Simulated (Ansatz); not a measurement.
## A hypothetical structure for CdCu2Si2

Starting from a made-up structure for CdCu2Si2, the aim is the relaxed cell, its shortest contacts and, where a second run follows, its electronic structure.

Main program and level: Ansatz 0.2.0; DFT, PBEsol, plane-wave PAW, files of the set soft_1, scalar-relativistic, ferromagnetic start, cell and ions relaxed at zero pressure; PAW set soft_1.

### Step 1. The starting structure

It takes space group I4/mmm (No. 139, tetragonal). The conventional cell has a = 3.794 Å, b = 3.794 Å, c = 8.896 Å, α = 90.00°, β = 90.00°, γ = 90.00°. Nearest to Cd lie 8 Cu at 2.92 Å and 10 Si at 2.95 to 3.23 Å. Nearest to Cu lie 4 Si at 2.15 Å and 4 Cu at 2.68 Å and 4 Cd at 2.92 Å. Nearest to Si lie 4 Cu at 2.15 Å and 1 Si at 2.44 Å and 5 Cd at 2.95 to 3.23 Å. Farther neighbours are not listed.

### Step 2. Relaxation of the guess

The guess takes its coordinates from another compound and its volume from a rule, so the cell and any free coordinates are relaxed together.

input.yaml

```yaml
crystal:
  lattice:
    - [-1.897, 1.897, 4.448]
    - [1.897, -1.897, 4.448]
    - [1.897, 1.897, -4.448]
  atoms:
    - { symbol: Cd, position: [0.0, 0.0, 0.0] }
    - { symbol: Cu, position: [0.25, 0.75, 0.5], spin: 0.6 }
    - { symbol: Cu, position: [0.75, 0.25, 0.5], spin: 0.6 }
    - { symbol: Si, position: [0.637, 0.637, 0.0] }
    - { symbol: Si, position: [0.363, 0.363, 0.0] }
magnetization:
  spin_polarized: true
kpoints:
  mp_grid: { grid: [10, 10, 10] }
scf:
  occupations: { method: fermi_dirac, width: 0.05 }
hamiltonian:
  xc: pbesol
  pseudopotentials: { kind: paw, azcp: { folder: soft_1 }, xc_functional: pbe }
relax:
  f_tol: 0.015
  max_steps: 70
  cell: {}
output:
  forces: true
  stress: true
```

The run is started by

```console
$ ansatz run input.yaml --threads 4 --pin off --max-ram 8192MiB --backend cpu --events-out ev --progress --plain --runs-dir out
```

Numbers of over 12 decimals in the logs are rounded to 6 here.

Output:

```text
Engine: ansatz 0.2.0, aarch64-unknown-linux-gnu
Pseudopotentials: kind: paw
Pseudopotential: Cd, paw, valence charge 20, recommended cutoff 420 eV (normal), soft_1/Cd.paw.azcp
Pseudopotential: Cu, paw, valence charge 19, recommended cutoff 420 eV (normal), soft_1/Cu.paw.azcp
Pseudopotential: Si, paw, valence charge 4, recommended cutoff 420 eV (normal), soft_1/Si.paw.azcp
Functional definition: PBEsol
  exchange = pbesol_x
  correlation = pbesol_c
Crystal: 5 atoms, lattice volume = 64.026 Å³
Basis set: ecut = 420 eV, 1267 PW (Γ), exchange–correlation on 72×72×72 points (8 copies of the dense FFT grid, shifted against one another)
Bands: 41, of which v1, the nominal top of the filled ones, is band 33 counted from 1 (32 counted from 0)
Symmetry: 16 space group operations
Space group: I4/mmm (ITA 139), of the structure as read, at distance tolerance 4.0e-5 Å
Magnetic group: BNS 139.531 (UNI 1191), of the structure as read, at distance tolerance 4.0e-5 Å
k-points: 102 of 1000
Non-local potential: Cd, projectors of the file, l = 0: 3, l = 1: 2, l = 2: 2, l = 3: 1
Non-local potential: Cu, projectors of the file, l = 0: 3, l = 1: 2, l = 2: 3, l = 3: 1
Non-local potential: Si, projectors of the file, l = 0: 2, l = 1: 2, l = 2: 1
PAW form: soft (Blöchl's): semilocal exchange-correlation on the pseudo side does not see the compensation charge
PAW frozen core: Cd, regenerated for the run's functional, and the local potential with it (the file was generated under x = pbe(κ = 0.804, μ = 0.219515), c = pbe(β = 0.066725))
PAW frozen core: Cu, regenerated for the run's functional, and the local potential with it (the file was generated under x = pbe(κ = 0.804, μ = 0.219515), c = pbe(β = 0.066725))
PAW frozen core: Si, regenerated for the run's functional, and the local potential with it (the file was generated under x = pbe(κ = 0.804, μ = 0.219515), c = pbe(β = 0.066725))
PAW one-centre angular grid: Cd, 590 points (default); XC on 64 Gauss nodes
PAW one-centre angular grid: Cu, 590 points (default); XC on 64 Gauss nodes
PAW one-centre angular grid: Si, 110 points (default); XC on 64 Gauss nodes
Initial density: superposition of atomic densities (chi_scale 0.1, normalization cell)
Starting moments: Σ|m| = 1.2 μB on 2 of 5 sites
Initial wavefunctions: pseudopotential atomic-orbital guess
Functional: x = pbesol(κ = 0.804, μ = 0.123457), c = pbesol(β = 0.046)
SCF iter   1: F=—  HF=-22607.557695 eV  |F-HF|=—  |Δ(HF+E_count)|=         —  Δρ=1.85e-1 (↑1.85e-1 ↓1.10e-1)  dr2=3.72e1  dr2_m=9.01e-1  M=0.258 μB ∫|m|=0.346 μB  β_m=0.30  ethr=3.10e-3  ⟨swp⟩=7.2  Hψ=34446  notcnv=0  defer=8
preconditioner: auto → Kerker (q_TF=auto, 2.742 Å⁻¹)  [metal: Δε(μ)=0.010 eV  Ē_g=9.787 eV  σ=0.050 eV  W_gap=0.05  n_scr=30 (ndim 8)  ℏωp=30.1 eV  f_vac=0.000  D(μ)=1.79/eV (n_scr^D=10)]
spin=Collinear: Kerker preconditioning applied to the charge; magnetization (m = ρ↑ − ρ↓) channel mixes plain (no charge-response kernel on spin).
SCF iter   2: F=—  HF=-22603.438661 eV  |F-HF|=—  |Δ(HF+E_count)|=    4.12e0  Δρ=5.46e-2 (↑3.35e-2 ↓5.46e-2)  dr2=1.86e0  dr2_m=8.21e-1  M=0.080 μB ∫|m|=0.141 μB  β_m=0.30  ethr=3.10e-3  ⟨swp⟩=3.9  Hψ=21648  notcnv=0  defer=447
SCF iter   3: F=—  HF=-22602.633366 eV  |F-HF|=—  |Δ(HF+E_count)|=   8.05e-1  Δρ=4.69e-2 (↑4.69e-2 ↓2.07e-2)  dr2=1.72e0  dr2_m=4.30e-1  M=0.066 μB ∫|m|=0.127 μB  β_m=0.30  ethr=2.82e-3  ⟨swp⟩=2.0  Hψ=13884  notcnv=0  defer=443
SCF iter   4: F=—  HF=-22602.070512 eV  |F-HF|=—  |Δ(HF+E_count)|=   5.63e-1  Δρ=3.13e-2 (↑1.24e-2 ↓3.13e-2)  dr2=1.90e-1  dr2_m=2.52e-1  M=0.039 μB ∫|m|=0.090 μB  β_m=0.30  ethr=2.61e-3  ⟨swp⟩=2.6  Hψ=14252  notcnv=0  defer=456
SCF iter   5: F=—  HF=-22602.172183 eV  |F-HF|=—  |Δ(HF+E_count)|=   1.02e-1  Δρ=3.21e-2 (↑3.81e-3 ↓3.21e-2)  dr2=4.56e-1  dr2_m=1.43e-1  M=0.025 μB ∫|m|=0.066 μB  β_m=0.30  ethr=2.88e-4  ⟨swp⟩=2.2  Hψ=13820  notcnv=0  defer=460
SCF iter   6: F=—  HF=-22602.152494 eV  |F-HF|=—  |Δ(HF+E_count)|=   1.97e-2  Δρ=2.02e-2 (↑3.48e-3 ↓2.02e-2)  dr2=1.58e-1  dr2_m=7.78e-2  M=0.018 μB ∫|m|=0.052 μB  β_m=0.30  ethr=2.88e-4  ⟨swp⟩=2.4  Hψ=11496  notcnv=0  defer=460
Mixer restart at iter 6: flushing history
spin-set hold released at iteration 6 (site moments contracting): the magnetisation degrees of freedom join the quasi-Newton model from the next iteration; the mixer history was flushed
SCF iter   7: F=—  HF=-22602.134575 eV  |F-HF|=—  |Δ(HF+E_count)|=   1.79e-2  Δρ=1.16e-2 (↑5.75e-3 ↓1.16e-2)  dr2=3.31e-2  dr2_m=4.29e-2  M=0.014 μB ∫|m|=0.040 μB  β_m=0.56  ethr=2.39e-4  ⟨swp⟩=2.0  Hψ=9269  notcnv=0  defer=460
SCF iter   8: F=—  HF=-22602.135415 eV  |F-HF|=—  |Δ(HF+E_count)|=   8.40e-4  Δρ=7.73e-3 (↑2.90e-3 ↓7.73e-3)  dr2=5.27e-2  dr2_m=3.55e-3  M=0.003 μB ∫|m|=0.014 μB  β_m=0.46  ethr=5.01e-5  ⟨swp⟩=2.0  Hψ=17001  notcnv=0  defer=462
SCF iter   9: F=—  HF=-22602.122827 eV  |F-HF|=—  |Δ(HF+E_count)|=   1.26e-2  Δρ=2.61e-3 (↑2.61e-3 ↓7.43e-4)  dr2=2.29e-3  dr2_m=7.03e-4  M=0.001 μB ∫|m|=0.008 μB  β_m=0.73  ethr=5.01e-5  ⟨swp⟩=2.1  Hψ=13089  notcnv=0  defer=462
SCF iter  10: F=—  HF=-22602.124348 eV  |F-HF|=—  |Δ(HF+E_count)|=   1.52e-3  Δρ=1.17e-3 (↑6.40e-4 ↓1.17e-3)  dr2=8.99e-4  dr2_m=4.61e-5  M=0.000 μB ∫|m|=0.002 μB  β_m=0.71  ethr=3.48e-6  ⟨swp⟩=2.0  Hψ=14845  notcnv=0  defer=462
SCF iter  11: F=—  HF=-22602.124648 eV  |F-HF|=—  |Δ(HF+E_count)|=   3.00e-4  Δρ=3.52e-4 (↑2.05e-4 ↓3.52e-4)  dr2=9.13e-5  dr2_m=3.45e-6  M=0.000 μB ∫|m|=0.001 μB  β_m=0.86  ethr=1.36e-6  ⟨swp⟩=2.0  Hψ=10161  notcnv=0  defer=462
SCF iter  12: F=—  HF=-22602.124679 eV  |F-HF|=—  |Δ(HF+E_count)|=   3.06e-5  Δρ=5.43e-5 (↑4.22e-5 ↓5.43e-5)  dr2=5.59e-6  dr2_m=3.11e-8  M=-0.000 μB ∫|m|=0.000 μB  β_m=0.93  ethr=1.38e-7  ⟨swp⟩=2.0  Hψ=10119  notcnv=0  defer=462
SCF iter  13: F=—  HF=-22602.124679 eV  |F-HF|=—  |Δ(HF+E_count)|=   2.79e-7  Δρ=8.89e-6 (↑8.89e-6 ↓8.42e-6)  dr2=2.75e-7  dr2_m=1.76e-9  M=0.000 μB ∫|m|=0.000 μB  β_m=0.85  ethr=8.47e-9  ⟨swp⟩=2.9  Hψ=12620  notcnv=0  defer=462
SCF iter  14: F=—  HF=-22602.124679 eV  |F-HF|=—  |Δ(HF+E_count)|=   9.22e-8  Δρ=2.46e-6 (↑2.46e-6 ↓1.98e-6)  dr2=1.32e-8  dr2_m=4.63e-10  M=0.000 μB ∫|m|=0.000 μB  β_m=0.92  ethr=1.52e-10  ⟨swp⟩=4.0  Hψ=25505  notcnv=0
SCF iter  15: F=-22602.124679 eV  HF=-22602.124679 eV  |F-HF|=4.58e-10  |Δ(HF+E_count)|=   1.71e-9  Δρ=7.04e-7 (↑7.04e-7 ↓5.32e-7)  dr2=1.03e-9  dr2_m=1.38e-11  M=0.000 μB ∫|m|=0.000 μB  ethr=1.99e-11  ⟨swp⟩=3.0  Hψ=19814  notcnv=0
[...]
relax step   5: F+E_penalty+E_count = -22604.06872595 eV  Δ(F+E_penalty+E_count) = -4.009e-3 eV  max|allowed force component| = 3.911e-2 eV/Å  Δτ_max = 0.0004 Å  P = -0.289 GPa  Ω = 76.468 Å³  energy of the carried Pulay correction = -4.122e-3 eV  (7 SCF iters, dr2 threshold 5.00e-7 eV, accepted)
relax step   6: F+E_penalty+E_count = -22604.06970790 eV  Δ(F+E_penalty+E_count) = -9.820e-4 eV  max|allowed force component| = 9.741e-4 eV/Å  Δτ_max = 0.0009 Å  P = -0.012 GPa  Ω = 76.225 Å³  energy of the carried Pulay correction = -4.049e-3 eV  (6 SCF iters, dr2 threshold 5.00e-7 eV, accepted)
relax step   7: F+E_penalty+E_count = -22604.06998623 eV  Δ(F+E_penalty+E_count) = -2.783e-4 eV  max|allowed force component| = 1.880e-3 eV/Å  Δτ_max = 0.0023 Å  P = -0.001 GPa  Ω = 76.151 Å³  energy of the carried Pulay correction = -4.026e-3 eV  (6 SCF iters, dr2 threshold 7.98e-8 eV, accepted)
relax step   8: F+E_penalty+E_count = -22604.08400577 eV  Δ(F+E_penalty+E_count) = -1.402e-2 eV  max|allowed force component| = 7.052e-3 eV/Å  Δτ_max = 0.0000 Å  P = +0.327 GPa  Ω = 76.151 Å³  stress off target by 8.25e-1 GPa  SCF on the basis re-selected at this cell (its energy is not comparable with the rows above)  (9 SCF iters)
relax step   9: F+E_penalty+E_count = -22604.08580318 eV  Δ(F+E_penalty+E_count) = -1.797e-3 eV  max|allowed force component| = 4.490e-5 eV/Å  Δτ_max = 0.0045 Å  P = +0.071 GPa  Ω = 76.211 Å³  energy of the carried Pulay correction = -6.175e-6 eV  (6 SCF iters, dr2 threshold 5.00e-7 eV, accepted)
relax step  10: F+E_penalty+E_count = -22604.08594061 eV  Δ(F+E_penalty+E_count) = -1.374e-4 eV  max|allowed force component| = 1.643e-3 eV/Å  Δτ_max = 0.0018 Å  P = +0.002 GPa  Ω = 76.214 Å³  energy of the carried Pulay correction = -3.220e-6 eV  (5 SCF iters, dr2 threshold 1.02e-7 eV, accepted)
iter 1 solved again at ethr=6.29e-7 eV; its pass at ethr=3.10e-3 eV (dr2=4.15e-4 eV) is discarded
SCF iter   1: F=—  HF=-22604.085879 eV  |F-HF|=—  |Δ(HF+E_count)|=         —  Δρ=2.00e-4 (↑2.00e-4 ↓2.00e-4)  dr2=2.59e-6  dr2_m=3.91e-11  M=-0.000 μB ∫|m|=0.000 μB  β_m=0.30  ethr=6.29e-7  ⟨swp⟩=3.0  Hψ=52738  notcnv=0
preconditioner: auto → Kerker (q_TF=auto, 2.664 Å⁻¹)  [metal: Δε(μ)=0.015 eV  Ē_g=9.619 eV  σ=0.050 eV  W_gap=0.07  n_scr=32 (ndim 8)  ℏωp=27.6 eV  f_vac=0.000  D(μ)=2.21/eV (n_scr^D=10)]
spin=Collinear: Kerker preconditioning applied to the charge; magnetization (m = ρ↑ − ρ↓) channel mixes plain (no charge-response kernel on spin).
SCF iter   2: F=—  HF=-22604.085916 eV  |F-HF|=—  |Δ(HF+E_count)|=   3.64e-5  Δρ=1.41e-4 (↑1.41e-4 ↓1.41e-4)  dr2=1.30e-6  dr2_m=1.94e-11  M=-0.000 μB ∫|m|=0.000 μB  β_m=0.65  ethr=3.93e-9  ⟨swp⟩=1.8  Hψ=9749  notcnv=0
SCF iter   3: F=—  HF=-22604.085944 eV  |F-HF|=—  |Δ(HF+E_count)|=   2.82e-5  Δρ=1.62e-5 (↑1.62e-5 ↓1.62e-5)  dr2=4.33e-7  dr2_m=4.43e-14  M=-0.000 μB ∫|m|=0.000 μB  β_m=0.45  ethr=1.97e-9  ⟨swp⟩=2.3  Hψ=10001  notcnv=0
SCF iter   4: F=—  HF=-22604.085944 eV  |F-HF|=—  |Δ(HF+E_count)|=   6.94e-8  Δρ=2.12e-6 (↑2.12e-6 ↓2.11e-6)  dr2=8.20e-9  dr2_m=4.11e-14  M=-0.000 μB ∫|m|=0.000 μB  β_m=0.72  ethr=6.57e-10  ⟨swp⟩=2.0  Hψ=10699  notcnv=0
SCF iter   5: F=—  HF=-22604.085944 eV  |F-HF|=—  |Δ(HF+E_count)|=  6.77e-10  Δρ=1.06e-6 (↑1.06e-6 ↓1.06e-6)  dr2=2.35e-9  dr2_m=5.54e-15  M=-0.000 μB ∫|m|=0.000 μB  β_m=0.86  ethr=1.24e-11  ⟨swp⟩=1.2  Hψ=8459  notcnv=0
SCF iter   6: F=—  HF=-22604.085944 eV  |F-HF|=—  |Δ(HF+E_count)|=   3.94e-7  Δρ=3.55e-7 (↑3.54e-7 ↓3.55e-7)  dr2=2.93e-10  dr2_m=1.37e-16  M=-0.000 μB ∫|m|=0.000 μB  β_m=0.93  ethr=3.57e-12  ⟨swp⟩=2.0  Hψ=12648  notcnv=0
SCF iter   7: F=—  HF=-22604.085944 eV  |F-HF|=—  |Δ(HF+E_count)|=  7.28e-12  Δρ=1.28e-7 (↑1.28e-7 ↓1.27e-7)  dr2=7.21e-11  dr2_m=1.40e-16  M=-0.000 μB ∫|m|=0.000 μB  β_m=0.79  ethr=1.00e-12  ⟨swp⟩=3.5  Hψ=22836  notcnv=0
SCF iter   8: F=-22604.085944 eV  HF=-22604.085944 eV  |F-HF|=7.28e-12  |Δ(HF+E_count)|=  1.82e-11  Δρ=2.35e-8 (↑2.33e-8 ↓2.35e-8)  dr2=8.41e-13  dr2_m=3.01e-17  M=-0.000 μB ∫|m|=0.000 μB  ethr=1.00e-12  ⟨swp⟩=3.7  Hψ=22990  notcnv=0
the starting moments were not kept: the SCF closed with an absolute magnetisation of 2.0e-9 μB, where they sum to 1.2 μB in size (2 sites). That is at most 0.1 of that sum. Measured as dr2_m measures the in/out step, that magnetisation stands 1.1e-18 eV from none, at or under the dr2_threshold of 5.0e-11 eV: it is no larger than a step whose dr2_m would equal this threshold.
SCF 11 converged in 8 iterations: F = -22604.085944 eV  dr2 = 8.41e-13
relax step  11: F+E_penalty+E_count = -22604.08594415 eV  Δ(F+E_penalty+E_count) = -3.547e-6 eV  max|allowed force component| = 1.656e-3 eV/Å  Δτ_max = 0.0000 Å  P = +0.001 GPa  Ω = 76.214 Å³  stress off target by 1.54e-3 GPa  SCF on the basis re-selected at this cell (its energy is not comparable with the rows above)  (8 SCF iters)
basis re-selected at this cell: Δ(F+E_penalty+E_count) = -3.547e-6 eV, ΔP = -0.001 GPa vs the last step (what re-selecting the basis moved, of the pressure what is left beyond the Pulay correction that the steps carried, after the strain that the cell walked since its last selection, with what the two solves' SCF thresholds leave and, on support functions, any second-order correction that the steps lacked; it is no m [...]
SCF converged after 8 iterations
Magnetization: -0.0000 μB (33.0000 up, 33.0000 down)
Absolute magnetization: 0.0000 μB (∫|ρ↑−ρ↓|, with the PAW one-centre terms)
Spin contamination: 0.0000 ħ² per cell (⟨S²⟩ above its minimum at these occupations)
Per-site moments (μB) at R_I (Å): [(-1.9278508469889702e-10, 1.226017), (2.6976911108856395e-10, 0.981507), (2.6976913009563024e-10, 0.981507), (2.6942410176294818e-11, 0.956650), (2.6942406453017006e-11, 0.956650)]
Free energy (F): -22604.085944 eV
Harris-Foulkes:  -22604.085944 eV  (|F-HF|=7.28e-12)
Internal energy: -22604.067977 eV  (E = F + TS)
E sigma→0 (E₀):  -22604.076960 eV
Entropy (-TS):   -0.017968 eV (-3.594 meV/atom)
Fermi energy:    12.944025 eV
--- Per-component energies (eV) ---
  E_band       = -1249.988068
  E_kinetic    = 1049.047742
  E_local      = -14580.377518  (includes V_loc(G=0)·N_el)
  E_nonlocal   = 1944.456500
  E_hartree    = 6419.994291
  E_xc         = -407.253080
  E_vxc        = -472.688604  (∫ρ·V_xc dr)
  E_paw        = -8577.307516  (= ΣΔE_a)
  E_vpaw       = -2030.417192  (= ΣTr[D̂ρ^β])
  E_aug_tail   = 0.002377  (compensation charges beyond the density's cutoff)
  E_ewald      = -8453.448260
  E_core_change = 0.817488  (= ΣΔE_core)
  E_smearing   = -0.017968  (= −TS)
  E_closure    = -0.000000  (closes the sum)
  Σ components = -22604.085944   (vs F -22604.085944, Δ=0.00e0)
--- Forces (eV/Å), atoms counted from 1 ---
  atom   1  Cd     0.00000000     0.00000000     0.00000000
  atom   2  Cu    -0.00000000     0.00000000     0.00000000
  atom   3  Cu     0.00000000    -0.00000000     0.00000000
  atom   4  Si     0.00000000    -0.00000000     0.00165647
  atom   5  Si     0.00000000    -0.00000000    -0.00165647
  max |Σ_I F_I| component: 1.21e-17 eV/Å
--- Stress (GPa, compression-positive) ---
        0.001159       0.000000       0.000000
        0.000000       0.001159      -0.000000
        0.000000      -0.000000       0.001535
  P = ⅓ Tr σ = 0.0013 GPa (0.013 kbar)
--- Relaxed structure (9 steps of the walk, 9 accepted, 2 SCFs on fresh bases) ---
  F+E_penalty+E_count = -22604.08594415 eV   max|allowed force component| = 1.656e-3 eV/Å   (the final SCF, on the basis selected at the relaxed cell)
  cell:  # Å, volume = 76.2138 Å³
    - [-1.935088, 1.935088, 5.088294]
    - [1.935088, -1.935088, 5.088294]
    - [1.935088, 1.935088, -5.088294]
  atoms:
    - { symbol: Cd, position: [-2.9737559587057495e-19, -2.9737559587056647e-19, 0] }
    - { symbol: Cu, position: [0.25, 0.75, 0.5] }
    - { symbol: Cu, position: [0.75, 0.25, 0.5] }
    - { symbol: Si, position: [0.613945, 0.613945, 0] }
    - { symbol: Si, position: [0.386055, 0.386055, 0] }
```

Elapsed: 94 s, on 4 threads of Arm Neoverse V1, shared host; peak memory 0.73 GiB.

Relaxation path:

| step | energy less that of the first step (eV) | largest force component (eV/Å) | pressure (GPa) | volume (Å³) |
| --- | --- | --- | --- | --- |
| 1 | 0.0000 | 4.3550 | 36.98 | 64.03 |
| 2 | -1.4567 | 2.3119 | 12.41 | 71.23 |
| 3 | -1.9194 | 0.3169 | 2.35 | 75.16 |
| 4 | -1.9400 | 0.0286 | -1.40 | 77.21 |
| 5 | -1.9440 | 0.0391 | -0.29 | 76.47 |
| 6 | -1.9450 | 0.0010 | -0.01 | 76.23 |
| 7 | -1.9453 | 0.0019 | 0.00 | 76.15 |
| 8* | -1.9593 | 0.0071 | 0.33 | 76.15 |
| 9 | -1.9611 | 0.0000 | 0.07 | 76.21 |
| 10 | -1.9613 | 0.0016 | 0.00 | 76.21 |
| 11* | -1.9613 | 0.0017 | 0.00 | 76.21 |

Relaxation steps marked * repeat the geometry before them on a plane-wave basis chosen anew for their cell, so energy and pressure can jump there.

Forces are held to the 16 operations that the run works with; a distortion that breaks them can't arise in this run.

| cell as run | before | after | change |
| --- | --- | --- | --- |
| a (Å) | 5.194 | 5.778 | +11.2 % |
| b (Å) | 5.194 | 5.778 | +11.2 % |
| c (Å) | 5.194 | 5.778 | +11.2 % |
| α (°) | 137.16 | 140.86 | +2.7 % |
| β (°) | 137.16 | 140.86 | +2.7 % |
| γ (°) | 62.19 | 56.55 | -9.1 % |
| volume (Å³/atom) | 12.81 | 15.24 | +19.0 % |

The atoms that moved most (Å, as changes of fractional coordinates times the final cell):

| atom | dx | dy | dz | length |
| --- | --- | --- | --- | --- |
| Si4 | 0.000 | 0.000 | -0.235 | 0.235 |
| Si5 | 0.000 | 0.000 | 0.235 | 0.235 |

Final coordinates:

```xyz
5
Lattice="-1.9351 1.9351 5.0883 1.9351 -1.9351 5.0883 1.9351 1.9351 -5.0883" Properties=species:S:1:pos:R:3 pbc="T T T"
Cd    0.0000    0.0000    0.0000
Cu    1.9351    0.0000    2.5441
Cu    0.0000    1.9351    2.5441
Si    0.0000    0.0000    6.2479
Si    0.0000    0.0000    3.9287
```

This step gave:

```
free energy             : -22604.0859 eV
energy at zero smearing : -22604.0770 eV
smearing term TS        : 0.01797 eV
Fermi energy            : 12.94 eV
electrons               : 66
symmetry operations     : 16
pressure                : 0.001284 GPa
```

Shortest distances by pair of elements, guess and relaxed (not always the same contact):

| pair | guess (Å) | relaxed (Å) |
| --- | --- | --- |
| Si–Si | 2.438 | 2.319 |
| Cu–Si | 2.147 | 2.379 |
| Cu–Cu | 2.683 | 2.737 |
| Cd–Si | 2.947 | 2.972 |
| Cd–Cu | 2.923 | 3.196 |

The relaxation ends with a largest force component of 0.0017 eV/Å and a pressure of 0.00 GPa. The starting moments have collapsed: the run ends non-magnetic.

### Step 3. Summary of results

| Property | Result |
| --- | --- |
| space group, relaxed | I4/mmm |
| conventional cell | a = 3.870, b = 3.870, c = 10.177 Å; α = 90.0°, β = 90.0°, γ = 90.0° |
| volume per atom | 15.24 Å³ (guess 12.81) |
| total moment | 0.00 μB in the cell of 5 atoms |

In words: CdCu2Si2 relaxes to I4/mmm with a = 3.870, b = 3.870 and c = 10.177 Å. The guessed volume was 16 % too small. The space group I4/mmm was held in the relaxation, so the end point is a stationary structure within it and may be a saddle against distortions or other arrangements. The moments died out from this one start and weren't seeded again at the relaxed cell. Mesh and cutoff weren't tested. A vector of the cell changed its length by 11 %, more than the volume shows. No dispersion term is used, so weakly bound directions may come out too long. Nothing here tests whether the compound is stable against decomposition.

[Logs are printed without paths, hosts, clocks, repeated set-up lines and the standing remarks that a program may print on its own settings, such as how far it seeks lower states.]

[Hosts, paths, dates, database ids (printed as entryN), source tags and the programs' standing remarks are cut or masked in the printed files.]
